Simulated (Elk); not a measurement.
## Ru: optical spectrum from first principles

Aim: the dielectric function of Ru, and the optical constants that follow from it.

Main program and level: Elk 11.2.3 (patched build); DFT, PBE, all-electron APW+lo, Dirac cores, scalar-relativistic bands, independent-particle optical response without local fields.

## 1. Starting point

The structure is hexagonal, space group P6_3/mmc (No. 194). Conventional cell: a = 2.706 Å, b = 2.706 Å, c = 4.282 Å, α = 90.00°, β = 90.00°, γ = 120.00°. Ru has 12 Ru at 2.65 to 2.71 Å nearest.

Coordinates:

```cif
data_structure
_symmetry_space_group_name_H-M 'P 1'
_symmetry_Int_Tables_number 1
_cell_length_a 2.7058
_cell_length_b 2.7058
_cell_length_c 4.2819
_cell_angle_alpha 90.000
_cell_angle_beta 90.000
_cell_angle_gamma 120.000
_cell_volume 27.15
loop_
_atom_site_label
_atom_site_type_symbol
_atom_site_fract_x
_atom_site_fract_y
_atom_site_fract_z
_atom_site_occupancy
Ru1 Ru 0.66667 0.33333 0.75000 1
Ru2 Ru 0.33333 0.66667 0.25000 1
```

## 2. Ground state

First the ground state: is it a metal or has it a gap?

This step: DFT, PBE, all-electron APW+lo, Dirac cores, scalar-relativistic bands, ground state (Elk 11.2.3 (patched build)).

Input file elk.in:

```
tasks
  0
  120

xctype
  20

nempty
  10

lorbcnd
  .true.

rgkmax
  7.0

swidth
  0.0018375

maxscl
  100

epsengy
  1e-05

sppath
  './'

avec
  5.113220948012 0.000000000000 0.000000000000
  -2.556610474006 4.428179236217 0.000000000000
  0.000000000000 0.000000000000 8.091618293035

atoms
  1
  'Ru.in'
  2
  0.666666666700 0.333333333300 0.750000000000   0.000 0.000 0.000
  0.333333333300 0.666666666700 0.250000000000   0.000 0.000 0.000

ngridk
  18 18 10
```

Run with:

```bash
$ OMP_NUM_THREADS=4 elk
```

The log of the run:

```text
┌─────────────────────────┐
│ Elk code version 11.2.3 │
└─────────────────────────┘

All units are atomic (Hartree, Bohr, etc.)

┌─────────────────────────────────────────────────┐
│ Ground-state run starting from atomic densities │
└─────────────────────────────────────────────────┘

Lattice vectors :
   5.113220948       0.000000000       0.000000000
  -2.556610474       4.428179236       0.000000000
   0.000000000       0.000000000       8.091618293

Reciprocal lattice vectors :
   1.228811618      0.7094547185      -0.000000000
   0.000000000       1.418909437       0.000000000
   0.000000000      -0.000000000      0.7765054010

Unit cell volume      :    183.2125158
Brillouin zone volume :    1.353893387

Muffin-tin inner radius fraction :   0.1000000000E-01

Nuclei treated as point charges

Species : 1 (Ru)
 parameters loaded from : Ru.in
 name : ruthenium
 nuclear charge    :   -44.00000000
 electronic charge :    44.00000000
 atomic mass :    184239.3393
 muffin-tin radius :    2.479175570
 number of radial points in muffin-tin :   1193
 inner part over the whole radius :   0.9967668947E-02
 number on inner part of muffin-tin    :    848
 approximate nuclear radius :   0.8462081736E-04
 number of mesh points to nuclear radius :    423
 atomic positions (lattice), magnetic fields (Cartesian) :
  1 :   0.16666667  0.33333333  0.25000000    0.00000000  0.00000000  0.00000000
  2 :  -0.16666667 -0.33333333 -0.25000000    0.00000000  0.00000000  0.00000000

Total number of atoms per unit cell :    2
Total muffin-tin volume :    127.6557719
 ratio of muffin-tin to unit cell volume :   0.6967633806

Spin treatment :
 spin-unpolarised

Number of Bravais lattice symmetries :   24
Number of crystal symmetries         :   24
Crystal has inversion symmetry
Real symmetric eigensolver will be used

k-point grid :     18    18    10
k-point offset :    0.000000000       0.000000000       0.000000000
k-point set is reduced with full crystal symmetry group
Total number of k-points :      222

Muffin-tin radius times maximum |G+k| :    7.000000000
 using average radius
Maximum |G+k| for APW functions       :    2.823519272
Maximum (1/2)|G+k|²                   :    3.986130540
Maximum |G| for potential and density :    12.00000000
Constant for pseudocharge density :    7
 order of it for each species :   14
 order of it for pair densities of each species (exact exchange by exxq0 0: 14) :   10
Radial integration step length :    1

G-vector grid sizes :     20    20    32
Number of G-vectors :     5311

Maximum angular momentum used for
 APW functions            :    8
 outer part of muffin-tin :    6
 inner part of muffin-tin :    2

Total nuclear charge    :   -88.00000000
Total core charge       :    56.00000000
Total valence charge    :    32.00000000
Total excess charge     :    0.000000000
Total electronic charge :    88.00000000

Effective Wigner radius, rₛ :   0.7921266393

Number of empty states         :     20
Total number of valence states :     37
Total number of core states    :     56

Conduction state local-orbitals added automatically
Third-order local-orbitals added for an l without core states : F
Total number of local-orbitals :    134

Exchange-correlation functional :     20     0     0
 Perdew-Burke-Ernzerhof, Phys. Rev. Lett. 77, 3865 (1996)
 gradient requirement :    1
 generalised gradient approximation (GGA)

Smearing type :    3
 Fermi-Dirac
Smearing width :   0.1837500000E-02
Effective electronic temperature (K) :    580.2366081

Mixing type :    3
 Broyden mixing, J. Phys. A: Math. Gen. 17, L317 (1984)

Kohn-Sham potential initialised from atomic data

┌──────────────────────────────┐
│ Self-consistent loop started │
└──────────────────────────────┘

┌─────────────────┐
│ Loop number : 1 │
└─────────────────┘

Energies :
 Fermi                       :     0.307751
 sum of occupied eigenvalues :     -5406.5649366669
 electron kinetic            :      9420.6679680552
 core electron kinetic       :      9168.9663389391
 Coulomb                     :     -18217.837006789
 Coulomb potential           :     -14485.308871241
 nuclear-nuclear             :     -1240.1910601980
 electron-nuclear            :     -19513.198829666
 Hartree                     :      2535.5528830756
 Madelung                    :     -10975.182571168
 xc potential                :     -341.92403348081
 exchange                    :     -262.37342770070
 correlation                 :     -4.699109
 electron entropic           :    -0.481999E-03
 total energy                :     -9064.2420571501

Density of states at Fermi energy :    44.39651205
 (states/Hartree/unit cell)

Estimated indirect band gap :   0.1764524600E-03
 from k-point 125 to k-point 124
Estimated direct band gap   :   0.6669974589E-02
 at k-point 15

Charges :
 core                        :    56.00000000
 valence                     :    32.00000000
 interstitial                :    2.863227493
 muffin-tins (core leakage)
  species : 1 (Ru)
   atom 1                    :    42.56838625     ( -0.2206752114E-06)
   atom 2                    :    42.56838625     ( -0.2206752114E-06)
 total in muffin-tins        :    85.13677251
 total calculated charge     :    87.99718549
 total charge                :    88.00000000
 error                       :   0.2814513503E-02

┌─────────────────┐
│ Loop number : 2 │
└─────────────────┘

Energies :
 Fermi                       :     0.308502
 sum of occupied eigenvalues :     -5406.6151951199
 electron kinetic            :      9420.8015958554
 core electron kinetic       :      9168.9754609470
 Coulomb                     :     -18218.054830589
 Coulomb potential           :     -14485.198713934
 nuclear-nuclear             :     -1240.1910601980
 electron-nuclear            :     -19513.757165178
 Hartree                     :      2535.8933947878
 Madelung                    :     -10975.455473622
 xc potential                :     -342.21807704089
 exchange                    :     -262.38759197282
 correlation                 :     -4.698996
 electron entropic           :    -0.485132E-03
 total energy                :     -9064.3403076825

Density of states at Fermi energy :    44.69229090
 (states/Hartree/unit cell)

Estimated indirect band gap :   0.1956696936E-03
 from k-point 125 to k-point 124
Estimated direct band gap   :   0.6641599507E-02
 at k-point 15

Charges :
 core                        :    56.00000000
 valence                     :    32.00000000
 interstitial                :    2.856404970
 muffin-tins (core leakage)
  species : 1 (Ru)
   atom 1                    :    42.57179751     ( -0.2208932841E-06)
   atom 2                    :    42.57179751     ( -0.2208932841E-06)
 total in muffin-tins        :    85.14359503
 total calculated charge     :    87.99718040
 total charge                :    88.00000000
 error                       :   0.2819600009E-02

RMS change in Kohn-Sham potential (target) :   0.1642030871     (  0.1000000000E-05)
Absolute change in total energy (target)   :   0.9825053243E-01 (  0.1000000000E-04)

[... 15 loops left out ...]

┌──────────────────┐
│ Loop number : 18 │
└──────────────────┘

Energies :
 Fermi                       :     0.448614
 sum of occupied eigenvalues :     -5397.5362451626
 electron kinetic            :      9430.0887067389
 core electron kinetic       :      9168.7149733179
 Coulomb                     :     -18226.076272592
 Coulomb potential           :     -14478.522170470
 nuclear-nuclear             :     -1240.1910601980
 electron-nuclear            :     -19537.172199244
 Hartree                     :      2551.2869868500
 Madelung                    :     -10986.815187356
 xc potential                :     -349.10278143097
 exchange                    :     -263.02085631809
 correlation                 :     -4.692763
 electron entropic           :    -0.524303E-03
 total energy                :     -9063.7017091977

Density of states at Fermi energy :    47.93996245
 (states/Hartree/unit cell)

Estimated indirect band gap :   0.5953827149E-03
 from k-point 210 to k-point 131
Estimated direct band gap   :   0.8190911827E-02
 at k-point 52

Charges :
 core                        :    56.00000000
 valence                     :    32.00000000
 interstitial                :    2.507879516
 muffin-tins (core leakage)
  species : 1 (Ru)
   atom 1                    :    42.74606024     ( -0.2278189832E-06)
   atom 2                    :    42.74606024     ( -0.2278189832E-06)
 total in muffin-tins        :    85.49212048
 total calculated charge     :    87.99693548
 total charge                :    88.00000000
 error                       :   0.3064516566E-02

RMS change in Kohn-Sham potential (target) :   0.4422897511E-08 (  0.1000000000E-05)
Absolute change in total energy (target)   :   0.2972963557E-05 (  0.1000000000E-04)

Convergence targets achieved

┌──────────────────┐
│ Loop number : 19 │
└──────────────────┘

Energies :
 Fermi                       :     0.448614
 sum of occupied eigenvalues :     -5397.5362452846
 electron kinetic            :      9430.0887066779
 core electron kinetic       :      9168.7149734078
 Coulomb                     :     -18226.076272649
 Coulomb potential           :     -14478.522170468
 nuclear-nuclear             :     -1240.1910601980
 electron-nuclear            :     -19537.172199344
 Hartree                     :      2551.2869868927
 Madelung                    :     -10986.815187415
 xc potential                :     -349.10278149415
 exchange                    :     -263.02085632088
 correlation                 :     -4.692763
 electron entropic           :    -0.524303E-03
 total energy                :     -9063.7017093190

Density of states at Fermi energy :    47.93996198
 (states/Hartree/unit cell)

Estimated indirect band gap :   0.5953829657E-03
 from k-point 210 to k-point 131
Estimated direct band gap   :   0.8190911928E-02
 at k-point 52

Charges :
 core                        :    56.00000000
 valence                     :    32.00000000
 interstitial                :    2.507879518
 muffin-tins (core leakage)
  species : 1 (Ru)
   atom 1                    :    42.74606024     ( -0.2278198359E-06)
   atom 2                    :    42.74606024     ( -0.2278198359E-06)
 total in muffin-tins        :    85.49212048
 total calculated charge     :    87.99693548
 total charge                :    88.00000000
 error                       :   0.3064516595E-02

┌──────────────────────────────┐
│ Self-consistent loop stopped │
└──────────────────────────────┘

Wrote STATE.OUT
```

The job ended after 30 s (4 threads of Arm Neoverse V2, shared host; peak memory 0.13 GiB).

Numbers from this step:

```
total energy           : -9064 Ha
Fermi energy           : 12.21 eV
DOS at the Fermi level : 1.762 states/eV/cell
```

There are states at the Fermi level within the smearing, so the occupations stay smeared and the carriers get a Drude term.

## 3. Independent particles

With the density converged, the vertical transitions are summed over the zone.

This step: DFT, PBE, all-electron APW+lo, Dirac cores, scalar-relativistic bands, independent-particle optical response without local fields (Elk 11.2.3 (patched build)).

elk.in, as its differences from that of step 2:

```diff
@@ -1,4 +1,10 @@
 tasks
-  0
-  120
+  121
+
+optcomp
+  1 1
+  3 3
+
+intraband
+  .true.
 
@@ -17,9 +23,7 @@
 swidth
-  0.0018375
+  0.0055124
 
-maxscl
-  100
-
-epsengy
-  1e-05
+wplot
+  400 100 0
+  0.0 0.51449
```

Run with:

```bash
$ OMP_NUM_THREADS=4 elk
```

The log of the run:

```text
┌─────────────────────────────────┐
│ Elk code version 11.2.3 started │
└─────────────────────────────────┘

Info(readinput): the functional depends on the density's gradient
 muffin-tin radial points multiplied by    2.00000
 (not where nrmtscf is given)

┌────────────────────┐
│ Current task : 121 │
└────────────────────┘
Info(checkmt): changed muffin-tin radius of species 1 (Ru) from   2.6000 to   2.4792

Info(findsymcrys): atomic basis shift (lattice) :
  0.5000000000       0.000000000      0.5000000000
See GEOMETRY.OUT for new atomic positions

Info(dielectric):
 dielectric tensor written to EPSILON_ij.OUT
 optical conductivity written to SIGMA_ij.OUT
 plasma frequency written to PLASMA_ij.OUT
 for components
  i = 1, j = 1
  i = 3, j = 3

┌──────────────────┐
│ Elk code stopped │
└──────────────────┘
```

Wall time 6.3 s (4 threads); peak memory 0.04 GiB; 25 s of CPU time.

Read from the output:

```
Drude plasma energy, first axis : 8.084 eV
```

Sum at mesh points, not converged in k. Table of Im ε by photon energy; read off at these points:

```csv
photon energy (eV),E ∥ x,E ∥ z
0.50,83.5,106
1.00,28.4,85.3
1.50,34.7,39.5
2.00,59.5,45.9
2.06,60.6,44.2
2.50,47.2,34.1
3.00,37.8,24.9
3.50,23.6,23.0
4.00,14.5,20.2
4.50,10.5,11.4
5.00,8.09,7.51
5.50,5.88,5.44
6.00,4.50,4.49
6.50,3.91,3.99
7.00,2.72,3.28
7.50,2.40,2.19
8.00,1.59,1.69
8.50,1.51,1.19
9.00,1.38,1.27
9.50,1.18,0.885
10.00,1.17,1.09
10.50,1.06,1.08
11.00,1.36,1.46
11.50,1.55,2.19
12.00,1.66,1.58
12.50,1.61,2.15
13.00,1.80,2.10
13.50,1.49,2.04
```

Values under 1 per cm are given as 1; sum at mesh points, not converged in k. Absorption coefficient against photon energy:

```csv
photon energy (eV),E ∥ x (1/cm),E ∥ z (1/cm)
0.490,7.3e5,7.6e5
1.015,5.0e5,8.7e5
1.505,5.0e5,7.8e5
1.995,9.9e5,1.1e6
2.485,1.4e6,1.4e6
3.010,1.6e6,1.3e6
3.500,1.8e6,1.5e6
3.990,1.8e6,1.8e6
4.515,1.7e6,1.9e6
5.005,1.8e6,1.8e6
5.495,1.7e6,1.8e6
5.985,1.7e6,1.7e6
6.510,1.7e6,1.7e6
7.000,1.7e6,1.7e6
7.490,1.6e6,1.6e6
8.015,1.5e6,1.5e6
8.505,1.4e6,1.4e6
8.995,1.3e6,1.3e6
9.485,1.2e6,1.1e6
10.010,1.1e6,8.8e5
10.500,9.3e5,7.6e5
10.990,8.5e5,8.1e5
11.515,9.4e5,1.1e6
12.005,9.9e5,9.5e5
12.495,9.4e5,1.1e6
12.985,1.0e6,1.2e6
13.510,9.7e5,1.2e6
```

Sum at mesh points, not converged in k. Reflectivity at normal incidence against photon energy; read off at these points:

```csv
photon energy (eV),E ∥ x (%),E ∥ z (%)
0.50,94.7,94.1
1.00,71.2,81.3
1.50,57.9,69.1
2.00,67.3,70.0
2.50,71.0,72.9
3.00,71.4,65.8
3.50,75.6,65.8
3.68,76.8,67.5
4.00,74.3,70.5
4.50,71.4,75.0
5.00,73.2,74.6
5.50,72.1,74.2
6.00,71.1,71.5
6.50,70.5,69.2
7.00,71.6,66.7
7.50,67.1,70.6
8.00,70.1,68.1
8.50,60.4,68.5
9.00,55.3,56.1
9.50,47.0,53.1
10.00,37.5,26.1
10.50,27.4,15.8
11.00,14.6,11.3
11.50,14.5,16.2
12.00,14.1,13.1
12.50,11.6,15.2
13.00,12.7,15.7
13.50,10.8,14.5
```

Sum at mesh points, not converged in k. The loss function −Im 1/ε at q → 0 by energy loss; read off at these points:

```csv
energy loss (eV),E ∥ x,E ∥ z
0.500,0.00183,0.00195
0.750,0.00649,0.00790
1.000,0.0263,0.00909
1.250,0.0307,0.0140
1.500,0.0229,0.0233
1.750,0.0170,0.0216
2.000,0.0161,0.0206
2.250,0.0174,0.0214
2.500,0.0197,0.0222
2.750,0.0222,0.0294
3.000,0.0223,0.0343
3.250,0.0221,0.0339
3.500,0.0232,0.0359
3.750,0.0261,0.0347
4.000,0.0310,0.0320
4.250,0.0347,0.0313
4.500,0.0416,0.0330
4.750,0.0419,0.0352
5.000,0.0426,0.0405
5.250,0.0459,0.0461
5.500,0.0521,0.0478
5.750,0.0543,0.0560
6.000,0.0623,0.0608
6.250,0.0699,0.0685
6.500,0.0688,0.0729
6.750,0.0740,0.0753
7.000,0.0769,0.0913
7.250,0.0917,0.0827
7.500,0.105,0.0914
7.750,0.108,0.0983
8.000,0.112,0.121
8.250,0.149,0.135
8.500,0.193,0.146
8.750,0.223,0.211
9.000,0.257,0.263
9.250,0.307,0.296
9.500,0.406,0.400
9.750,0.508,0.687
10.000,0.573,0.827
10.250,0.674,0.856
10.360,0.735,0.961
10.500,0.831,0.924
10.640,0.946,0.823
10.750,0.923,0.672
11.000,0.721,0.610
11.250,0.689,0.463
11.500,0.627,0.434
11.750,0.585,0.491
12.000,0.576,0.591
12.250,0.617,0.428
12.500,0.546,0.431
12.750,0.540,0.441
13.000,0.495,0.452
13.250,0.544,0.431
13.405,0.598,0.447
13.500,0.579,0.452
13.750,0.499,0.419
```

At chosen wavelengths:

```csv
wavelength (nm),n x,k x,R (%) x,1/α x,n z,k z,R (%) z,1/α z
1550,2.20,7.581,87.0,16 nm,4.70,8.461,81.9,15 nm
800,5.53,3.318,58.8,19 nm,4.10,5.014,67.9,13 nm
450,3.75,5.321,70.5,6.7 nm,2.60,4.681,70.2,7.7 nm
405,3.37,5.430,72.3,5.9 nm,2.89,4.348,66.0,7.4 nm
365,2.49,5.215,74.7,5.6 nm,2.65,4.230,66.0,6.9 nm
248,1.15,3.533,73.2,5.6 nm,1.06,3.536,74.6,5.6 nm
193,0.78,2.660,69.6,5.8 nm,0.77,2.611,68.9,5.9 nm
```

A polished face would reflect 70 % of daylight and look light grey (CIE x = 0.310, y = 0.330 under D65).

## 4. Outcome

| Quantity | Value |
| --- | --- |
| Drude plasma energy, first axis | 8.08 eV |

**Reading.** At this level (PBE, independent particles) Ru is a metal with a Drude plasma energy of 8.1 eV along x and 8.8 eV along z. The mesh is too coarse to trust the carriers' weight, the reflectivity or the colour to better than tens of per cent. Along x the bare Drude plasma energy is 8.1 eV; Re ε first rises through zero at 1.16 eV, far lower, because interband transitions screen the carriers. Im ε is 30 there, so the loss peak at that energy is weak. A polished face would reflect 70 % of daylight and look light grey (CIE x = 0.310, y = 0.330 under D65). The carriers' damping of 0.15 eV is typed, not computed; at 0.8 eV the carriers give 56 % of Im ε, the rest is interband. The sum runs over mesh points 0.15 Å⁻¹ apart with no interpolation, so peaks are partly noise of the mesh, and the Drude plasma energy, a sum over the Fermi surface, isn't converged.

[Long decimals in the printed logs are rounded to 6 places.]

[Machine, clock and banner lines and Python warnings are left out of the logs.]

[Logs are printed without paths, hosts, clocks, repeated set-up lines and the standing remarks that a program may print on its own settings, such as how far it seeks lower states.]

[Hosts, paths, dates, database ids (printed as entryN), source tags and the programs' standing remarks are cut or masked in the printed files.]

[Where Elk ran, warnings of its patched build on accuracy (core leakage, angular cutoffs, spin-orbit splittings, empty states, lower magnetic states) are left out.]

[Where the starting crystal was built by hand or by swapping elements, it need not be the compound's stable phase.]

[The count of steps not shown may lack steps that the program refused or didn't finish.]
